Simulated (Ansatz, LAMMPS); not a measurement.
# Structural relaxation of a frame of liquid 37SiO2-42B2O3-11CaO-11Na2O (mol %) from 2300 K (71 atoms), part 2 of 2

How does a frame of liquid 37SiO2-42B2O3-11CaO-11Na2O (mol %) from 2300 K (71 atoms) relax, and what do bonds, charges and levels look like afterwards?

Ansatz 0.2.0; Kohn-Sham DFT, LDA, PAW (set soft_2), plane waves.

The cell: 7 Si, 16 B, 2 Ca, 4 Na and 42 O. The network of bonds at the start is that of the classical potential that made the cell. Only the Γ point is sampled, in a cell whose shortest periodic width is 10 Å.

So far, density (g/cm³): step 5 (structure statistics after relaxation) 2.03.

### Step 6. Single point at the relaxed geometry (continued)

ELF in the ac plane at fractional y = 0.310, with atoms of Si and B and Na and O within 0.2 Å of it. It is the smooth field of the valence electrons, not physical close to the nuclei.

Values, 13 rows by 16 columns, each cell a mean:
```
0.20 0.23 0.32 0.67 0.55 0.19 0.01 0.07 0.07 0.26 0.59 0.44 0.09 0.46 0.65 0.33
0.08 0.02 0.23 0.54 0.47 0.12 0.14 0.57 0.67 0.28 0.30 0.20 0.10 0.47 0.68 0.51
0.21 0.04 0.02 0.06 0.19 0.14 0.33 0.82 0.69 0.75 0.23 0.03 0.23 0.39 0.16 0.28
0.60 0.17 0.01 0.24 0.51 0.50 0.16 0.61 0.72 0.67 0.23 0.04 0.35 0.46 0.27 0.58
0.52 0.10 0.01 0.11 0.43 0.35 0.09 0.18 0.25 0.24 0.07 0.01 0.07 0.08 0.18 0.58
0.05 0.01 0.03 0.02 0.01 0.06 0.44 0.54 0.27 0.09 0.04 0.01 0.00 0.01 0.04 0.11
0.04 0.02 0.03 0.05 0.02 0.04 0.20 0.38 0.22 0.18 0.10 0.03 0.01 0.06 0.19 0.14
0.41 0.18 0.51 0.60 0.23 0.19 0.54 0.45 0.14 0.26 0.35 0.16 0.03 0.41 0.78 0.75
0.60 0.35 0.76 0.78 0.50 0.52 0.75 0.78 0.31 0.40 0.50 0.22 0.05 0.55 0.72 0.65
0.27 0.18 0.50 0.59 0.35 0.42 0.73 0.74 0.24 0.12 0.20 0.06 0.06 0.24 0.48 0.53
0.35 0.32 0.10 0.29 0.51 0.30 0.14 0.22 0.07 0.01 0.01 0.04 0.17 0.26 0.15 0.09
0.71 0.71 0.41 0.57 0.72 0.57 0.17 0.01 0.00 0.00 0.00 0.03 0.11 0.28 0.26 0.46
0.72 0.73 0.38 0.24 0.27 0.11 0.04 0.00 0.00 0.06 0.21 0.08 0.06 0.22 0.14 0.47
```
Columns run along a (10.0 Å), rows up along c (10.0 Å). Atoms in or near the plane, at fractional coordinates: Si at (0.52, 0.42), B at (0.91, 0.04), B at (0.18, 0.05), B at (0.90, 0.79), Na at (0.30, 0.71), O at (0.93, 0.34), O at (0.05, 0.07), O at (0.52, 0.78).

Valence density in the ac plane at fractional y = 0.310, with atoms of Si and B and Na and O within 0.2 Å of it. It is the smooth field of the valence electrons, not physical close to the nuclei.

Values in units of 1e0 e/Å³, 13 rows by 16 columns, each cell a mean:
```
0.2 0.2 0.3 0.6 0.4 0.1 0.0 0.0 0.0 0.5 4.9 1.8 0.1 0.5 0.9 0.4
0.1 0.0 0.1 0.2 0.2 0.0 0.0 0.3 0.6 0.3 1.2 0.4 0.1 0.5 1.0 0.4
0.1 0.0 0.0 0.1 0.3 0.3 0.2 1.8 4.7 1.2 0.1 0.0 0.1 0.5 0.6 0.4
0.3 0.1 0.0 0.4 8.2 6.0 0.2 0.8 2.0 0.6 0.1 0.0 0.1 0.4 0.5 0.7
0.2 0.0 0.0 0.1 2.4 1.7 0.1 0.2 0.2 0.1 0.0 0.0 0.0 0.1 0.1 0.3
0.0 0.0 0.0 0.0 0.0 0.0 0.2 0.4 0.3 0.1 0.0 0.0 0.0 0.0 0.0 0.0
0.0 0.0 0.0 0.0 0.0 0.0 0.1 0.3 0.3 0.2 0.1 0.0 0.0 0.0 0.0 0.1
0.3 0.1 0.3 0.5 0.2 0.1 0.5 0.5 0.2 0.3 0.2 0.1 0.0 0.1 1.1 1.4
0.7 0.3 1.6 2.8 0.8 0.8 3.2 2.0 0.4 0.3 0.2 0.1 0.0 0.4 3.6 4.5
0.2 0.2 0.6 1.1 0.6 0.5 1.5 0.8 0.1 0.1 0.0 0.0 0.0 0.2 0.7 0.7
0.3 0.2 0.1 0.4 0.6 0.2 0.1 0.1 0.0 0.0 0.0 0.0 0.1 0.2 0.2 0.1
3.5 3.2 0.7 0.8 0.9 0.3 0.0 0.0 0.0 0.0 0.0 0.0 0.1 0.4 0.5 0.7
2.9 2.7 0.8 0.6 0.4 0.1 0.0 0.0 0.0 0.0 0.2 0.1 0.1 0.4 0.6 0.8
```
Columns run along a (10.0 Å), rows up along c (10.0 Å). Atoms in or near the plane, at fractional coordinates: Si at (0.52, 0.42), B at (0.91, 0.04), B at (0.18, 0.05), B at (0.90, 0.79), Na at (0.30, 0.71), O at (0.93, 0.34), O at (0.05, 0.07), O at (0.52, 0.78).

Mean intrinsic-atomic-orbital charges: B +0.56, Ca +1.80, Na +0.83, O -0.66, Si +1.69 e.

Local excerpt of 13 atoms (numbers count through the whole input) about B12, which has 4 bonded neighbours where the commonest count for B is 3; x, y, z are measured from there.

| atom | x | y | z | distance (Å) | bonds | intrinsic-atomic-orbital charge (e) |
| --- | --- | --- | --- | --- | --- | --- |
| B12 | 0.00 | 0.00 | 0.00 | 0.00 | 4 | 0.55 |
| O38 | -0.84 | -1.02 | 0.48 | 1.40 | 2 | -0.69 |
| O42 | 1.35 | -0.23 | 0.37 | 1.42 | 2 | -0.69 |
| O70 | -0.10 | 0.14 | -1.51 | 1.52 | 3 | -0.57 |
| O40 | -0.37 | 1.42 | 0.60 | 1.59 | 3 | -0.58 |
| B13 | -0.94 | -0.63 | -2.30 | 2.57 | 3 | 0.58 |
| B16 | -0.72 | 1.87 | 1.84 | 2.72 | 3 | 0.59 |
| Si5 | -2.29 | -1.63 | 0.67 | 2.89 | 4 | 1.71 |
| Si4 | 2.47 | -0.68 | 1.42 | 2.93 | 4 | 1.63 |
| Ca25 | -0.22 | 2.81 | -1.27 | 3.09 | 5 | 1.81 |
| O52 | -2.26 | -0.59 | -2.07 | 3.12 | 2 | -0.46 |
| O59 | -1.30 | 1.03 | 2.78 | 3.23 | 3 | -0.49 |
| O34 | -3.42 | -0.47 | 0.65 | 3.51 | 2 | -0.64 |

The column of bonds counts only the pairs O-B within 1.83 Å, O-Si within 2.08 Å, O-Na within 3.09 Å, O-Ca within 2.83 Å; other neighbours, such as metal atoms beside each other in a compound, aren't counted, and periodic images can show an atom twice.

### Step 7. Summary of results

```yaml
energy_change_in_the_relaxation: -393.4 meV/atom
r_m_s_displacement: 1.125 Å
largest_displacement: 3.36 Å
free_energy_per_atom: -555.7609 eV/atom
pressure: -4.09 GPa
r_m_s_force_component: 0.0065 eV/Å
spacing_of_highest_filled_and_lowest_empty_level: 3.896 eV
wall_time_of_the_3_dft_runs: 4.7 min
```

In words: Relaxation lowers the energy by 393 meV/atom and moves atoms by 1.1 Å r.m.s.; the r.m.s. force component goes from 1.9 to 0.0065 eV/Å, the pressure goes from -14 to -4.1 GPa. By the final cutoffs 16 of 102 bonded pairs parted and 22 joined. First to last step the energy falls by 27.932 eV; the largest move, 3.36 Å, is that of Na29. The O-Na bonds change most in mean length: from 2.637 Å (spread 0.249) to 2.475 Å (spread 0.260), and their number from 20 to 19. Counting bonds as in the table, 81 % of B atoms have 3, all Ca atoms have 5, 75 % of Na atoms have 5 and 48 % of O atoms have 2 and as many 3 bonded neighbours. 88 % of the oxygens bridge two formers (Si and B) and 12 % are non-bridging. The highest filled and lowest empty levels differ by 3.90 eV (at Γ alone); a local or semilocal functional tends to put such gaps too low. In a disordered cell it changes from sample to sample and from frame to frame.

What to keep in mind: The network of bonds at the start is that of the classical potential that made the cell; in DFT 16 of its 102 bonded pairs passed out of the cutoffs and 22 came within them. The stress is far from hydrostatic: its diagonal is -1.7, -3.8, -6.7 GPa, compression counted positive. The pressure of -4.1 GPa means that a free cell would contract at this level.

[Logs are printed without paths, hosts, clocks, repeated set-up lines and the standing remarks that a program may print on its own settings, such as how far it seeks lower states.]

[Hosts, paths, dates, database ids (printed as entryN), source tags and the programs' standing remarks are cut or masked in the printed files.]
